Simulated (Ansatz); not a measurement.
Two G0W0 runs on AlN (P6_3mc).

The database entry behind the starting cell differs from later determinations by our own check (inner coordinate u about 0.002 short), so it need not match the best structure at ambient conditions.

```yaml
crystal:
  lattice:
    - [3.11300, 0.00000, 0.00000]
    - [-1.55650, 2.69594, 0.00000]
    - [0.00000, 0.00000, 4.98100]
  atoms:
    - { symbol: Al, position: [0.33333, 0.66667, 0.00000] }
    - { symbol: Al, position: [0.66667, 0.33333, 0.50000] }
    - { symbol: N, position: [0.33333, 0.66667, 0.38000] }
    - { symbol: N, position: [0.66667, 0.33333, 0.88000] }
```

The cell and positions come from the Crystallography Open Database and are kept as given unless a step says otherwise.

The first (Ansatz 0.2.0; start PBE, 12×12×6 mesh, 174 empty bands, screening to 150 eV, hard PAW files; 1 × NVIDIA H100 80GB HBM3 (shared by 6 runs) with 3 threads of AMD EPYC 7R13 (Zen 3), shared host) gave, on its mesh: starting gap 4.22 eV, G0W0 gap 5.82 eV, RPA ε∞ (mean) 4.27, 5 min.

Question: The second changes mesh from 12×12×6 to 12×12×8. What does it give?

It gave: starting gap 4.22 eV, G0W0 gap 5.82 eV, RPA ε∞ (mean) 4.27, 10 min. The G0W0 gap moves by −0.001 eV, +0.00 eV from the start and −0.001 eV from the correction. Σc changes by −0.005 eV at the valence top and +0.003 eV at the conduction bottom, and Σx − Vxc between them by −0.01 eV.

Limits: not at the basis limit.

[Paths, hosts, dates, memory and timing lines, banners, echoed tables and standing remarks are left out of the program output.]

[Logs are printed without paths, hosts, clocks, repeated set-up lines and the standing remarks that a program may print on its own settings, such as how far it seeks lower states.]

[Runs of the session that timed out or met a known fault of the program may be left out.]

[Cells called generated may have been cut or substituted from an entry of the Crystallography Open Database or the Materials Project.]

[Hosts, paths, dates, database ids (printed as entryN), source tags and the programs' standing remarks are cut or masked in the printed files.]
